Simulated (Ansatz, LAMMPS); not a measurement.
**Relaxing glassy 89SiO2-11BaO (mol %) (165 atoms)**

Wanted: the relaxed structure of glassy 89SiO2-11BaO (mol %) (165 atoms) and its electronic structure.

Main program and level: Ansatz 0.2.0; Kohn-Sham DFT, RPBE, PAW (set soft_2), plane waves.

Report form: the programs' logs are mostly left out.

### 1. Starting point

The cell holds 165 atoms: 51 Si, 6 Ba and 108 O. Its edges and angles: a = 13.552 Å, b = 13.552 Å, c = 13.552 Å, α = 90.0°, β = 90.0°, γ = 90.0°. 165 atoms (51 Si, 6 Ba, 108 O) placed at random at 2.62 g/cm³, melted at 4000 K for 10 ps at fixed volume with the Morse and Coulomb pair potential with partial charges (Pedone, Malavasi, Menziani, Cormack and Segre, J. Phys. Chem. B 110, 11780 (2006)). Quenched from 4000 K to 300 K at 25 K/ps and fixed volume, held 10 ps at zero pressure.

What the set-up can't give: The quench rate of 25 K/ps far exceeds what a furnace or splat quench reaches, so expect more defects and frozen-in strain than in a real sample. The starting topology of bonds comes from the classical model. The Brillouin zone is sampled at Γ only, in a cell whose shortest periodic width is 14 Å. No spin–orbit coupling is included, so levels derived from the heavy atoms are approximate.

### 2. Making the structure

A classical potential supplies the starting structure, since it reaches far longer times than DFT.

This step: classical MD, Morse and Coulomb pair potential with partial charges (Pedone, Malavasi, Menziani, Cormack and Segre, J. Phys. Chem. B 110, 11780 (2006)) (LAMMPS 22 Jul 2025 - Update 4).

Contents of in.lmp:

```
# melt-quench of Si51Ba6O108
units metal
atom_style charge
boundary p p p
region box block 0 13.6192 0 13.6192 0 13.6192
create_box 3 box
mass 1 28.0850   # Si
mass 2 137.3270   # Ba
mass 3 15.9990   # O
create_atoms 1 random 51 496425 NULL overlap 1.5 maxtry 2000
create_atoms 2 random 6 496432 NULL overlap 1.5 maxtry 2000
create_atoms 3 random 108 496439 NULL overlap 1.5 maxtry 2000
pair_style hybrid/overlay pedone 5.5 coul/long 8.0
pair_coeff * * coul/long
pair_coeff 1 3 pedone 0.340554 2.006700 2.100000 1   # Si-O
pair_coeff 2 3 pedone 0.065011 1.547596 3.393410 5   # Ba-O
pair_coeff 3 3 pedone 0.042395 1.379316 3.618701 22   # O-O
set type 1 charge 2.4
set type 2 charge 1.2
set type 3 charge -1.2
kspace_style pppm 1.0e-4
neigh_modify delay 0 every 1 check yes
thermo_style custom step time temp pe press density
thermo_modify norm yes
timestep 0.002
thermo 100
min_style cg
minimize 1e-4 1e-4 200 2000
reset_timestep 0
velocity all create 4000 496426 mom yes dist gaussian
fix lim all nve/limit 0.05
fix lan all langevin 4000 4000 0.2 496427 zero yes
thermo 500
run 1000 post no
# [... 7 lines left out ...]
fix md all nvt temp 4000 300 0.2
run 74000 post no
unfix md
thermo 1666
fix md all npt temp 300 300 0.2 iso 0 0 2
run 5000 post no
unfix md
write_dump all custom glass.dump id type xs ys zs modify sort id
```

Command:

```sh
lmp -in in.lmp -log none -nocite
```

Run time: 68 s. Hardware: 1 thread of Arm Neoverse V1, shared host; peak memory 0.07 GiB.

### 3. Single point at the start

A single point comes first, to see the forces before anything moves.

Contents of input.yaml:

```yaml
crystal:
  lattice:
    - [13.55241, 0.0, 0.0]
    - [0.0, 13.55241, 0.0]
    - [0.0, 0.0, 13.55241]
  atoms:
    - { symbol: Si, position: [0.58317, 0.03785, 0.47923] }
    - { symbol: Si, position: [0.2614, 0.54537, 0.11682] }
    - { symbol: Si, position: [0.71823, 0.63057, 0.93656] }
    - { symbol: Si, position: [0.47697, 0.8847, 0.71757] }
    - { symbol: Si, position: [0.68949, 0.48152, 0.09651] }
    - { symbol: Si, position: [0.14338, 0.98188, 0.80752] }
    - { symbol: Si, position: [0.02212, 0.33314, 0.20943] }
    - { symbol: Si, position: [0.56657, 0.28014, 0.10315] }
    - { symbol: Si, position: [0.96824, 0.86003, 0.13123] }
    - { symbol: Si, position: [0.68603, 0.95466, 0.65687] }
    - { symbol: Si, position: [0.66247, 0.06546, 0.08103] }
    - { symbol: Si, position: [0.2409, 0.82934, 0.39892] }
    - { symbol: Si, position: [0.3984, 0.54251, 0.29294] }
    - { symbol: Si, position: [0.80097, 0.97931, 0.24366] }
    - { symbol: Si, position: [0.93657, 0.69047, 0.28178] }
    - { symbol: Si, position: [0.45421, 0.86318, 0.48846] }
    - { symbol: Si, position: [0.13897, 0.97066, 0.23889] }
    - { symbol: Si, position: [0.18454, 0.51969, 0.81766] }
    - { symbol: Si, position: [0.60007, 0.63696, 0.25198] }
    - { symbol: Si, position: [0.01025, 0.81497, 0.90174] }
    - { symbol: Si, position: [0.19498, 0.31519, 0.05851] }
    - { symbol: Si, position: [0.54354, 0.68264, 0.80638] }
    - { symbol: Si, position: [0.1578, 0.30002, 0.83477] }
    - { symbol: Si, position: [0.93316, 0.44058, 0.57807] }
    - { symbol: Si, position: [0.38401, 0.56548, 0.93065] }
    - { symbol: Si, position: [0.62156, 0.70209, 0.47314] }
    - { symbol: Si, position: [0.57752, 0.549, 0.62836] }
    - { symbol: Si, position: [0.79841, 0.83678, 0.41766] }
    - { symbol: Si, position: [0.9117, 0.52412, 0.13699] }
    - { symbol: Si, position: [0.49517, 0.17616, 0.6521] }
    - { symbol: Si, position: [0.36843, 0.54178, 0.52131] }
    - { symbol: Si, position: [0.82017, 0.15213, 0.92859] }
    [... 127 atom lines left out ...]
    - { symbol: O, position: [0.15778, 0.95368, 0.68701] }
    - { symbol: O, position: [0.66583, 0.97862, 0.5377] }
    - { symbol: O, position: [0.10363, 0.2897, 0.12943] }
    - { symbol: O, position: [0.9728, 0.42366, 0.15723] }
    - { symbol: O, position: [0.03492, 0.84082, 0.59418] }
    - { symbol: O, position: [0.47613, 0.61743, 0.24826] }
kpoints:
  mp_grid: { grid: [1, 1, 1] }
hamiltonian:
  xc: rpbe
scf:
  occupations: { method: fixed }
output:
  forces: true
  stress: true
  populations: true
  dos:
    method: { smearing: { sigma: 0.15 } }
    de: 0.1
    projected: { site_lists: { Ba: [Ba], O: [O], Si: [Si] } }
  eigenvalues: true
```

Command:

```sh
ansatz run input.yaml --threads 4 --pin off --max-ram 8192MiB --backend cpu --events-out ev --progress --plain --runs-dir out
```

Run time: 94 s. Hardware: 4 threads of Arm Neoverse V1, shared host; peak memory 3.9 GiB.

Read from the output:

- free energy: -129986.6304 eV
- free energy per atom: -787.7978 eV/atom
- SCF cycles: 10
- pressure: 7.649 GPa
- r.m.s. force component: 1.436 eV/Å
- longest force: 6.378 eV/Å
- Fermi energy: 3.898 eV
- gap (highest filled to lowest empty level): 3.17 eV
- spilling of the projection: 0.01364

The r.m.s. force component of 1.4 eV/Å and the pressure of 7.6 GPa set the starting point.

Length of the force by element:

```csv
element,coordination,atoms,mean length of the force (eV/Å),spread,least,most
Ba,all,6,0.945,0.278,0.521,1.34
O,all,108,2.01,1.16,0.241,6.36
Si,all,51,2.63,1.25,0.351,6.38
```

### 4. Relaxation

With the cell held, the atoms are moved downhill towards a nearby minimum.

input.yaml, the sections that differ from step 3:

```yaml
output:
  forces: true
relax:
  f_tol: 0.05
  max_steps: 119
# crystal, kpoints, hamiltonian, scf: as in step 3
```

It took 12 min on 4 threads; peak memory 3.5 GiB; 48 min of CPU time.

Step by step:

```
step  energy less that of the first step (eV)  largest force component (eV/Å)
   1                                   0.0000                          6.3426
   2                                  -6.5818                          4.0810
   3                                 -11.6407                          0.8761
   4                                 -12.6412                          0.8616
   5                                 -13.1486                          0.5624
   6                                 -13.5274                          0.3090
   7                                 -13.7279                          0.4715
   8                                 -13.9849                          0.3130
   9                                 -14.1147                          0.3094
  10                                 -14.1867                          0.2276
  11                                 -14.2274                          0.1734
  12                                 -14.2432                          0.1836
  13                                 -14.2721                          0.0883
  14                                 -14.2135                          0.3144
  15                                 -14.2849                          0.0825
  16                                 -14.2874                          0.1121
  17                                 -14.2954                          0.0994
  18                                 -14.2973                          0.0824
  19                                 -14.2959                          0.0852
  20                                 -14.3012                          0.0255
```

Relaxation steps 14, 19 were tried and not accepted.

The atoms that moved most (Å):

```csv
atom,dx,dy,dz,length
O153,-0.057,-0.656,0.365,0.753
O133,-0.235,-0.235,0.507,0.606
O139,0.130,0.289,0.489,0.583
O102,0.433,-0.173,-0.282,0.545
O99,0.135,0.293,0.435,0.541
O132,-0.122,0.362,-0.384,0.541
O155,-0.059,-0.406,0.332,0.528
Ba52,0.470,0.112,-0.172,0.513
```

The relaxation changed the energy by -86.7 meV/atom, and atoms moved by 0.25 Å r.m.s., 0.75 Å at most.

### 5. Structure statistics after relaxation

Bonds before and after, by the cutoffs listed below:

```csv
pair,bonds before,bonds after,mean before (Å),mean after (Å),spread before (Å),spread after (Å)
O-Si,204,204,1.613,1.638,0.045,0.023
O-Ba,36,35,2.963,2.854,0.222,0.254
```

Density 2.66 g/cm³, 15.09 Å³ an atom.

g(r), total and by pair (bins of 0.2 Å):

```
r (Å)  total   O-O   O-Si  O-Ba  Si-Si  Si-Ba  Ba-Ba
 1.50   0.26  0.00   0.65  0.00   0.00   0.00   0.00
 1.70   5.27  0.00  13.08  0.00   0.00   0.00   0.00
 1.90   0.00  0.00   0.00  0.00   0.00   0.00   0.00
 2.10   0.00  0.00   0.00  0.00   0.00   0.00   0.00
 2.30   0.00  0.00   0.00  0.00   0.00   0.00   0.00
 2.50   0.34  0.59   0.00  1.72   0.00   0.00   0.00
 2.70   2.90  6.57   0.00  1.89   0.00   0.00   0.00
 2.90   0.33  0.37   0.00  0.92   1.40   0.00   0.00
 3.10   0.83  0.42   0.13  1.76   5.39   0.00   0.00
 3.30   0.59  0.60   0.51  0.71   0.87   0.30   0.00
 3.50   0.81  0.45   1.35  0.75   0.00   1.58   0.00
 3.70   0.99  0.79   1.34  1.11   0.05   2.11   0.00
 3.90   1.05  0.62   1.58  1.02   0.10   3.41   7.24
 4.10   1.42  0.92   2.21  0.91   0.77   0.77   0.00
 4.30   1.12  0.74   1.58  0.92   0.90   1.40   3.08
 4.50   0.81  0.80   0.68  1.06   1.20   0.81   5.35
 4.70   1.04  1.28   0.83  0.35   1.22   1.01   0.00
 4.90   1.10  1.50   0.57  1.21   1.56   0.95   0.00
 5.10   1.24  1.73   0.69  1.47   1.44   0.49   0.00
 5.30   1.07  1.27   0.75  1.52   1.25   1.04   4.03
 5.50   0.85  0.74   0.87  0.96   1.33   0.43   0.00
 5.70   0.88  0.72   1.06  0.76   0.93   0.79   0.00
 5.90   1.02  0.87   1.20  0.92   0.88   1.20   0.00
 6.10   0.97  0.79   1.27  0.82   0.59   0.96   0.00
 6.30   1.04  0.96   1.21  1.20   0.61   0.97   1.35
 6.50   0.97  0.80   1.18  0.87   0.85   1.30   1.29
 6.70   0.89  0.88   0.92  0.78   0.80   1.23   1.20
```

Bonds by pair of elements; cutoffs follow the first minimum of g(r), held within bounds set by covalent radii, and pairs that aren't listed don't count as bonded:

```
pair A-B  cutoff (Å)  bonds  mean length (Å)  spread (Å)  shortest (Å)  B about A  A about B
    O-Si        2.08    204             1.64       0.023          1.58       1.89          4
    O-Ba        3.29     35             2.85       0.254          2.44      0.324       5.83
```

How many atoms have how many bonded neighbours:

```
element  mean   2   3   4  5  6  7
     Ba  5.83   0   0   0  3  1  2
      O  2.21  86  21   1  0  0  0
     Si     4   0   0  51  0  0  0
```

Bond angles (no mean is given where the spread exceeds 20°):

| angle | count | mean (°) | spread (°) |
| --- | --- | --- | --- |
| O-Si-O | 306 | 109 | 3.7 |
| Si-O-Si | 96 | 143 | 12.6 |
| O-Ba-O | 87 | - | - |
| Ba-O-Si | 49 | 113 | 18.4 |
| Ba-O-Ba | 10 | 101 | 16.1 |

Oxygen atoms by the number of network formers (Si, P, Ge, B, Al, As, Ga) bound to them:

| network formers bound to O | O atoms | per cent |
| --- | --- | --- |
| 0 | 0 | 0 |
| 1 | 12 | 11.1 |
| 2 | 96 | 88.9 |

Network units: each former by its oxygen neighbours and how many of them bridge to another former:

```
former  O neighbours  bridging O  atoms
    Si             4           2      1
    Si             4           3     10
    Si             4           4     40
```

Bond length by coordination (bonds to H left out):

| element | coordination | atoms | mean bond length (Å) |
| --- | --- | --- | --- |
| Ba | 5 | 3 | 2.78 |
| Ba | 6 | 1 | 2.93 |
| Ba | 7 | 2 | 2.9 |
| O | 2 | 86 | 1.65 |
| O | 3 | 21 | 2.23 |
| O | 4 | 1 | 2.42 |

Rings of the network by King's shortest-path rule, up to 12 atoms, one path for each pair of neighbours; H, halogens, alkali and alkaline-earth atoms are left out, and the last column divides by all other atoms, bonded or not:

```
ring size (atoms)  rings  per network atom
                8      7             0.044
               10     18             0.113
               12     24             0.151
```

By these cutoffs 50 % of Ba atoms have 5, 80 % of O atoms have 2 and all Si atoms have 4 bonded neighbours. The O-Si-O angle averages 109° with a spread of 4°. 89 % of the oxygens bridge two formers (Si) and 11 % are non-bridging. The commonest Si unit has 4 oxygens, 4 of them shared with other formers (40 of 51 atoms). Rings of 12 atoms are the most common (49 % of those counted); sizes run from 8 to 12, where the search stops.

(Continued in part 2 of 2.)

[Logs are printed without paths, hosts, clocks, repeated set-up lines and the standing remarks that a program may print on its own settings, such as how far it seeks lower states.]

[Hosts, paths, dates, database ids (printed as entryN), source tags and the programs' standing remarks are cut or masked in the printed files.]
